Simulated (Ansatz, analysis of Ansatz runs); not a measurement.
# Interstitial H in hcp Be, hop from a tetrahedral to the next octahedral site: migration barrier, PBE

Subject: interstitial H in hcp Be, hop from a tetrahedral to the next octahedral site. Wanted: its migration barrier, in one set-up (PBE, 36-site cell, PBE lattice, 420 eV, k: 3x3x2 Gamma-centred). The model is a cell of 36 host atoms with 1 H put in. The barrier is the energy of the highest image of a climbing band over the relaxed site that the atom leaves. This set-up takes another sampling or smearing than the usual one for this cell.

**The experiment.** Migration barrier: 0.611 eV, by permeation (diffusion activation energy, T > 250 K) (quoted in “Explainable Machine Learning for Hydrogen Diffusion in Metals and Random Binary Alloys”, 2023, G. M. Lu et al., quoting earlier work (1995)). The runs below try to reproduce this.

Calculated with Ansatz 0.2.0; plane-wave PAW DFT, PBE; relaxation of all atoms of a defect supercell.

## Step 1: The structure

The cell holds 37 atoms: 36 Be and 1 H. Its edges and angles: a = 6.787 Å, b = 6.787 Å, c = 7.135 Å, α = 90.0°, β = 90.0°, γ = 120.0°. It derives from Be (space group P6_3/mmc). Nearest the centre at fractional (0.444, 0.556, 0.438): H37 at 0.00 Å, Be19 at 1.34 Å, Be22 at 1.38 Å, Be6 at 1.38 Å, Be18 at 1.38 Å, Be17 at 2.23 Å, Be23 at 2.63 Å, Be7 at 2.63 Å.

The host's primitive cell comes from a first run (plane-wave PAW DFT, PBE; relaxation of the host's cell and atoms): vectors of 2.262, 2.262 and 3.567 Å. That is 7.91 Å³ an atom, 2.5 % under the diffraction cell's volume. The supercell is built on it.

## Step 2: Relaxation, charge 0

A barrier counts from a true minimum, so both ends of the jump are relaxed first.

start/input.yaml reads:

```yaml
relax:
  f_tol: 0.02
  max_steps: 80
  escape_saddle: false
crystal:
  lattice:
    - [6.78671482, 0.0, 0.0]
    - [-3.39335741, 5.87746745, 0.0]
    - [0.0, 0.0, 7.13460919]
  atoms:
    - { symbol: Be, position: [0.111111111, 0.222222222, 0.125] }
    - { symbol: Be, position: [0.222222222, 0.111111111, 0.375] }
    - { symbol: Be, position: [0.111111111, 0.222222222, 0.625] }
    - { symbol: Be, position: [0.222222222, 0.111111111, 0.875] }
    - { symbol: Be, position: [0.111111111, 0.555555556, 0.125] }
    - { symbol: Be, position: [0.222222222, 0.444444444, 0.375] }
    - { symbol: Be, position: [0.111111111, 0.555555556, 0.625] }
    - { symbol: Be, position: [0.222222222, 0.444444444, 0.875] }
    - { symbol: Be, position: [0.111111111, 0.888888889, 0.125] }
    - { symbol: Be, position: [0.222222222, 0.777777778, 0.375] }
    - { symbol: Be, position: [0.111111111, 0.888888889, 0.625] }
    - { symbol: Be, position: [0.222222222, 0.777777778, 0.875] }
    - { symbol: Be, position: [0.444444444, 0.222222222, 0.125] }
    - { symbol: Be, position: [0.555555556, 0.111111111, 0.375] }
    - { symbol: Be, position: [0.444444444, 0.222222222, 0.625] }
    - { symbol: Be, position: [0.555555556, 0.111111111, 0.875] }
    - { symbol: Be, position: [0.444444444, 0.555555556, 0.125] }
    - { symbol: Be, position: [0.555555556, 0.444444444, 0.375] }
    - { symbol: Be, position: [0.444444444, 0.555555556, 0.625] }
    - { symbol: Be, position: [0.555555556, 0.444444444, 0.875] }
    - { symbol: Be, position: [0.444444444, 0.888888889, 0.125] }
    - { symbol: Be, position: [0.555555556, 0.777777778, 0.375] }
    - { symbol: Be, position: [0.444444444, 0.888888889, 0.625] }
    - { symbol: Be, position: [0.555555556, 0.777777778, 0.875] }
    - { symbol: Be, position: [0.777777778, 0.222222222, 0.125] }
    - { symbol: Be, position: [0.888888889, 0.111111111, 0.375] }
    - { symbol: Be, position: [0.777777778, 0.222222222, 0.625] }
    - { symbol: Be, position: [0.888888889, 0.111111111, 0.875] }
    - { symbol: Be, position: [0.777777778, 0.555555556, 0.125] }
    - { symbol: Be, position: [0.888888889, 0.444444444, 0.375] }
    - { symbol: Be, position: [0.777777778, 0.555555556, 0.625] }
    - { symbol: Be, position: [0.888888889, 0.444444444, 0.875] }
    - { symbol: Be, position: [0.777777778, 0.888888889, 0.125] }
    - { symbol: Be, position: [0.888888889, 0.777777778, 0.375] }
    - { symbol: Be, position: [0.777777778, 0.888888889, 0.625] }
    - { symbol: Be, position: [0.888888889, 0.777777778, 0.875] }
    - { symbol: H, position: [0.444444, 0.555556, 0.4375] }
basis:
  ecutwfc: 420
  xc_grid: 2
hamiltonian:
  xc: pbe
kpoints:
  mp_grid: { grid: [3, 3, 2] }
scf:
  occupations: { method: methfessel_paxton, width: 0.1 }
  max_iter: 120
output:
  forces: true
checkpoint:
  write: "../start.run"
  compress: false
  write_wavefunctions: true
  write_every: 100000
```

Run with:

```bash
$ ansatz run input.yaml --threads 4 --pin off --max-ram 7536MiB --backend cpu --events-out ev --progress --plain --runs-dir out
```

Numbers of over 12 decimals in the logs are rounded to 6 here.

Log:

```text
[... repeated set-up lines and file paths are left out, and long positions are rounded to six places ...]
Warning: the atoms were moved onto the symmetric positions of the space group found under crystal.symmetry.tolerance 1.0e-5 (fractional; [...]
Engine: ansatz 0.2.0, aarch64-unknown-linux-gnu
Pseudopotentials: kind: paw
Pseudopotential: Be, paw, valence charge 2, recommended cutoff 420 eV (normal), Be.paw.azcp
Pseudopotential: H, paw, valence charge 1, recommended cutoff 420 eV (normal), H.paw.azcp
Functional definition: PBE
  parameter kappa = 0.804
  parameter beta = 0.066725
  exchange = pbe_x(kappa = kappa, mu = beta*pi^2/3)
  correlation = pbe_c(beta = beta)
Crystal: 37 atoms, lattice volume = 284.590 Å³
Basis set: ecut = 420 eV, 5591 PW (Γ), exchange–correlation on 96×96×96 points (8 copies of the dense FFT grid, shifted against one another)
Bands: 74, of which v1, the nominal top of the filled ones, is band 37 counted from 1 (36 counted from 0)
Symmetry: 6 space group operations
Space group: P3m1 (ITA 156), of the structure as read, at distance tolerance 6.6e-5 Å
k-points: 6 of 18 (time reversal used)
Non-local potential: Be, projectors of the file, l = 0: 2, l = 1: 2, l = 2: 1
Non-local potential: H, projectors of the file, l = 0: 2, l = 1: 1
PAW form: soft (Blöchl's): semilocal exchange-correlation on the pseudo side does not see the compensation charge
PAW one-centre angular grid: Be, 110 points (default); XC on 64 Gauss nodes
PAW one-centre angular grid: H, 110 points (default); XC on 64 Gauss nodes
Initial density: superposition of atomic densities (neutral atoms: chi_scale 0, normalization atom), corrected by the library's trained network
Initial wavefunctions: pseudopotential atomic-orbital guess
Functional: x = pbe(κ = 0.804, μ = 0.219515), c = pbe(β = 0.066725)
SCF iter   1: F=—  HF=-3353.027080 eV  |F-HF|=—  |Δ(HF+E_count)|=         —  Δρ=3.06e-3  dr2=5.53e-2  ethr=1.77e-3  ⟨swp⟩=8.7  Hψ=2929  notcnv=0  defer=48
preconditioner: auto → Kerker (q_TF=auto, 2.175 Å⁻¹)  [metal: Δε(μ)=0.035 eV  Ē_g=9.623 eV  σ=0.100 eV  W_gap=0.29  n_scr=58 (ndim 8)  ℏωp=18.8 eV  f_vac=0.000  D(μ)=4.34/eV (n_scr^D=20)]
SCF iter   2: F=—  HF=-3353.018670 eV  |F-HF|=—  |Δ(HF+E_count)|=   8.41e-3  S|Δr|=    0.00e0  Δρ=1.82e-3  dr2=1.76e-2  ethr=7.58e-5  ⟨swp⟩=1.5  Hψ=547  notcnv=0  defer=60
SCF iter   3: F=—  HF=-3353.013499 eV  |F-HF|=—  |Δ(HF+E_count)|=   5.17e-3  S|Δr|=    0.00e0  Δρ=2.15e-4  dr2=1.01e-4  ethr=2.40e-5  ⟨swp⟩=2.0  Hψ=496  notcnv=0  defer=60
SCF iter   4: F=—  HF=-3353.014798 eV  |F-HF|=—  |Δ(HF+E_count)|=   1.30e-3  S|Δr|=    0.00e0  Δρ=2.60e-5  dr2=1.83e-6  ethr=1.39e-7  ⟨swp⟩=2.0  Hψ=473  notcnv=0  defer=60
SCF iter   5: F=-3353.014797 eV  HF=-3353.014798 eV  |F-HF|=4.40e-8  |Δ(HF+E_count)|=   4.02e-7  S|Δr|=    0.00e0  Δρ=3.90e-6  dr2=6.61e-8  ethr=2.50e-9  ⟨swp⟩=3.0  Hψ=916  notcnv=0
SCF 1 converged in 5 iterations: F = -3353.014797 eV  dr2 = 6.61e-8
  greatest PAW one-centre occupation: 0.426 electrons in one spin orbital (limit 2), on the H atom at site 36 (counted from 0), in its partial waves of l = 0
relax step   1: F+E_penalty+E_count = -3353.01479750 eV  Δ(F+E_penalty+E_count) = +0.000e0 eV  max|allowed force component| = 1.812e0 eV/Å  Δτ_max = 0.0000 Å  (5 SCF iters, dr2 threshold 1.00e-5 eV, accepted)
[... the SCF cycles and remarks between the steps are left out from here to the last step ...]
relax step   2: F+E_penalty+E_count = -3353.26129273 eV  Δ(F+E_penalty+E_count) = -2.465e-1 eV  max|allowed force component| = 9.420e-1 eV/Å  Δτ_max = 0.0477 Å  (4 SCF iters, dr2 threshold 1.00e-4 eV, accepted)
relax step   3: F+E_penalty+E_count = -3353.39644603 eV  Δ(F+E_penalty+E_count) = -1.352e-1 eV  max|allowed force component| = 2.616e-1 eV/Å  Δτ_max = 0.0767 Å  (5 SCF iters, dr2 threshold 5.55e-5 eV, accepted)
relax step   4: F+E_penalty+E_count = -3353.40548515 eV  Δ(F+E_penalty+E_count) = -9.039e-3 eV  max|allowed force component| = 2.029e-1 eV/Å  Δτ_max = 0.2000 Å  (5 SCF iters, dr2 threshold 5.28e-6 eV, accepted)
relax step   5: F+E_penalty+E_count = -3353.41494835 eV  Δ(F+E_penalty+E_count) = -9.463e-3 eV  max|allowed force component| = 1.677e-2 eV/Å  Δτ_max = 0.0636 Å  (4 SCF iters, dr2 threshold 3.18e-6 eV, accepted)
iter 1 solved again at ethr=9.58e-10 eV; its pass at ethr=3.10e-3 eV (dr2=7.00e-7 eV) is discarded
SCF iter   1: F=—  HF=-3353.413849 eV  |F-HF|=—  |Δ(HF+E_count)|=         —  Δρ=1.57e-5  dr2=7.00e-7  ethr=9.58e-10  ⟨swp⟩=1.0  Hψ=1254  notcnv=0  defer=19
SCF iter   2: F=—  HF=-3353.414949 eV  |F-HF|=—  |Δ(HF+E_count)|=   1.10e-3  S|Δr|=    0.00e0  Δρ=8.95e-6  dr2=1.50e-7  ethr=9.58e-10  ⟨swp⟩=2.2  Hψ=494  notcnv=0  defer=19
SCF iter   3: F=-3353.414949 eV  HF=-3353.414949 eV  |F-HF|=2.85e-9  |Δ(HF+E_count)|=   4.81e-9  S|Δr|=    0.00e0  Δρ=1.88e-6  dr2=9.33e-9  ethr=1.37e-10  ⟨swp⟩=3.0  Hψ=926  notcnv=0
SCF 6 converged in 3 iterations: F = -3353.414949 eV  dr2 = 9.33e-9
relax step   6: F+E_penalty+E_count = -3353.41494858 eV  Δ(F+E_penalty+E_count) = -2.373e-7 eV  max|allowed force component| = 1.670e-2 eV/Å  Δτ_max = 0.0000 Å  (3 SCF iters, accepted)
NSCF: frozen V_eff on 6 k-points
the search or the solves at the SCF's close seem to have found levels that the self-consistency loop had missed (the run counts 1). By its estimate they hold under 1e-12 electrons; where the run keeps them, the occupations were computed again with them
SCF converged after 3 iterations
Stability not checked: this state was not tested for a lower state beside it, because cold or Methfessel-Paxton smearing, or corrected tetrahedra, fill the levels in a way that the test cannot read (fill_not_monotonic; see scf.lower_state_search)
Free energy (F): -3353.414949 eV
Harris-Foulkes:  -3353.414949 eV  (|F-HF|=2.85e-9)
Internal energy: -3353.415569 eV  (E = F + TS)
E sigma→0 (E₀):  -3353.415104 eV
Entropy (-TS):   0.000621 eV (0.017 meV/atom)
Fermi energy:    8.625471 eV
Step filling:    the computed levels leave a gap of 0.0928 eV = 0.9 smearing widths at the electron count; against every level under it full and every level over it empty, smearing changes F+E_penalty+E_count by +1.902 meV and its σ→0 estimate by +1.747 meV
--- Per-component energies (eV) ---
  E_band       = 222.635563
  E_kinetic    = 779.394760
  E_local      = 88.355058  (includes V_loc(G=0)·N_el)
  E_nonlocal   = 161.456327
  E_hartree    = 5.224427
  E_xc         = -724.324275
  E_vxc        = -764.834086  (∫ρ·V_xc dr)
  E_paw        = -2145.401974  (= ΣΔE_a)
  E_vpaw       = -52.183926  (= ΣTr[D̂ρ^β])
  E_aug_tail   = -0.001396  (compensation charges beyond the density's cutoff)
  E_ewald      = -1518.118495
  E_smearing   = 0.000621  (= −TS)
  E_closure    = -0.000000  (closes the sum)
  Σ components = -3353.414949   (vs F -3353.414949, Δ=0.00e0)
--- Forces (eV/Å), atoms counted from 1 ---
  atom   1  Be     0.00004863    -0.00054412     0.00008501
  atom   2  Be     0.00000000     0.00456390     0.00062667
  atom   3  Be    -0.00235157    -0.00379572     0.00514747
  atom   4  Be     0.00000000     0.00055692    -0.00290490
  atom   5  Be    -0.00044690     0.00031417     0.00008501
  atom   6  Be     0.00222951     0.00128721    -0.01142296
  atom   7  Be    -0.00446298    -0.00013865     0.00514747
  atom   8  Be    -0.00094229    -0.00054403    -0.00669935
  atom   9  Be     0.00000000    -0.00000000     0.00467498
  atom  10  Be     0.00395246    -0.00228195     0.00062667
  atom  11  Be     0.00000000    -0.00000000    -0.00425514
  atom  12  Be     0.00048230    -0.00027846    -0.00290490
  atom  13  Be    -0.00004863    -0.00054412     0.00008501
  atom  14  Be    -0.00508151    -0.00293381     0.00106375
  atom  15  Be     0.00235157    -0.00379572     0.00514747
  atom  16  Be     0.00317011     0.00183027    -0.00195491
  atom  17  Be     0.00000000    -0.00000000     0.01303533
  atom  18  Be    -0.00222951     0.00128721    -0.01142296
  atom  19  Be     0.00000000    -0.00000000    -0.00028501
  atom  20  Be     0.00094229    -0.00054403    -0.00669935
  atom  21  Be    -0.00049553     0.00022994     0.00008501
  atom  22  Be     0.00000000    -0.00257442    -0.01142296
  atom  23  Be    -0.00211141     0.00393438     0.00514747
  atom  24  Be     0.00000000     0.00108806    -0.00669935
  atom  25  Be     0.00000000    -0.00000000     0.00736347
  atom  26  Be     0.00508151    -0.00293381     0.00106375
  atom  27  Be     0.00000000    -0.00000000    -0.00479362
  atom  28  Be    -0.00317011     0.00183027    -0.00195491
  atom  29  Be     0.00044690     0.00031417     0.00008501
  atom  30  Be     0.00000000     0.00586762     0.00106375
  atom  31  Be     0.00446298    -0.00013865     0.00514747
  atom  32  Be     0.00000000    -0.00366053    -0.00195491
  atom  33  Be     0.00049553     0.00022994     0.00008501
  atom  34  Be    -0.00395246    -0.00228195     0.00062667
  atom  35  Be     0.00211141     0.00393438     0.00514747
  atom  36  Be    -0.00048230    -0.00027846    -0.00290490
  atom  37  H      0.00000000    -0.00000000     0.01670371
  max |Σ_I F_I| component: 3.65e-5 eV/Å
--- Band table (eV; the first three rows and the last of 6) ---
  k-point 0: bands = ["-3.6417", "-2.0612", "-1.0212", "-0.7460", [... 66 left out ...] "14.5015", "14.8353", "14.8702", "14.8866"]
  k-point 1: bands = ["-3.4445", "-2.5975", "-1.3837", "0.4463", [... 66 left out ...] "15.3683", "15.3695", "15.4327", "15.4353"]
  [... further k-points left out ...]
--- Relaxed structure (6 steps of the walk, 6 accepted, 0 SCFs on fresh bases) ---
  F+E_penalty+E_count = -3353.41494858 eV   max|allowed force component| = 1.670e-2 eV/Å
  atoms:
    - { symbol: Be, position: [0.111887, 0.222222, 0.125565] }
    - { symbol: Be, position: [0.221521, 0.109710, 0.376253] }
    - { symbol: Be, position: [0.110513, 0.220862, 0.626953] }
    - { symbol: Be, position: [0.222474, 0.111615, 0.876539] }
    - { symbol: Be, position: [0.111887, 0.556331, 0.125565] }
    - { symbol: Be, position: [0.198646, 0.432656, 0.374268] }
    - { symbol: Be, position: [0.110513, 0.556317, 0.626953] }
    - { symbol: Be, position: [0.222132, 0.444399, 0.874951] }
    - { symbol: Be, position: [0.111111, 0.888889, 0.125932] }
    - { symbol: Be, position: [0.221521, 0.778479, 0.376253] }
    - { symbol: Be, position: [0.111111, 0.888889, 0.626504] }
    - { symbol: Be, position: [0.222474, 0.777526, 0.876539] }
    - { symbol: Be, position: [0.443669, 0.222222, 0.125565] }
    - { symbol: Be, position: [0.551751, 0.109209, 0.376900] }
    - { symbol: Be, position: [0.443683, 0.220862, 0.626953] }
    - { symbol: Be, position: [0.556137, 0.111402, 0.876453] }
    - { symbol: Be, position: [0.444444, 0.555556, 0.118933] }
    - { symbol: Be, position: [0.567344, 0.432656, 0.374268] }
    - { symbol: Be, position: [0.444444, 0.555556, 0.628049] }
    - { symbol: Be, position: [0.555601, 0.444399, 0.874951] }
    - { symbol: Be, position: [0.443669, 0.888113, 0.125565] }
    - { symbol: Be, position: [0.567344, 0.801354, 0.374268] }
    - { symbol: Be, position: [0.443683, 0.889487, 0.626953] }
    - { symbol: Be, position: [0.555601, 0.777868, 0.874951] }
    - { symbol: Be, position: [0.777778, 0.222222, 0.128648] }
    - { symbol: Be, position: [0.890791, 0.109209, 0.376900] }
    - { symbol: Be, position: [0.777778, 0.222222, 0.625029] }
    - { symbol: Be, position: [0.888598, 0.111402, 0.876453] }
    - { symbol: Be, position: [0.777778, 0.556331, 0.125565] }
    - { symbol: Be, position: [0.890791, 0.448249, 0.376900] }
    - { symbol: Be, position: [0.779138, 0.556317, 0.626953] }
    - { symbol: Be, position: [0.888598, 0.443863, 0.876453] }
    - { symbol: Be, position: [0.777778, 0.888113, 0.125565] }
    - { symbol: Be, position: [0.890290, 0.778479, 0.376253] }
    - { symbol: Be, position: [0.779138, 0.889487, 0.626953] }
    - { symbol: Be, position: [0.888385, 0.777526, 0.876539] }
    - { symbol: H, position: [0.444444, 0.555556, 0.403202] }
```

The job ended after 9.7 s (4 threads of Arm Neoverse V2, shared host; peak memory 0.77 GiB; 36 s of CPU time).

Relaxation path:

```tsv
step	energy less that of the first step (eV)	largest force component (eV/Å)
1	0.0000	1.8118
2	-0.2465	0.9420
3	-0.3816	0.2616
4	-0.3907	0.2029
5	-0.4002	0.0168
6	-0.4002	0.0167
```

Forces are held to the 6 operations that the run works with; a distortion that breaks them can't arise in this run.

The atoms that moved most (Å):

```tsv
atom	dx	dy	dz	length
H37	0.000	0.000	-0.245	0.245
Be6	-0.120	-0.069	-0.005	0.139
Be22	0.000	0.139	-0.005	0.139
Be18	0.120	-0.069	-0.005	0.139
Be17	0.000	0.000	-0.043	0.043
Be30	0.000	0.022	0.014	0.026
Be14	-0.019	-0.011	0.014	0.026
Be26	0.019	-0.011	0.014	0.026
```

Neighbours of H37 at the end:

```tsv
atom	distance (Å)
Be22	1.459
Be18	1.459
Be6	1.459
Be19	1.604
Be17	2.028
Be10	2.627
Be2	2.627
Be34	2.627
```

This step gave:

```
free energy      : -3353.4149 eV
smearing term TS : -6.21e-4 eV
```

The series, run alike:

```tsv
run	outcome	energy less the first (eV)	moment (μB)	time
relaxation, charge 0	converged	0.0000	0.00	9.7 s
relaxation, charge 0	converged	0.1853	0.00	7.6 s
```

The relaxation ends 11 meV an atom lower, with a largest force component of 0.017 eV/Å.

[end of part 1 of 2]

[Logs are printed without paths, hosts, clocks, repeated set-up lines and the standing remarks that a program may print on its own settings, such as how far it seeks lower states.]

[Hosts, paths, dates, database ids (printed as entryN), source tags and the programs' standing remarks are cut or masked in the printed files.]

[For some hosts the program warned that the k-mesh of the response run may be too coarse for force constants and the static dielectric constant; such warnings are not shown here.]
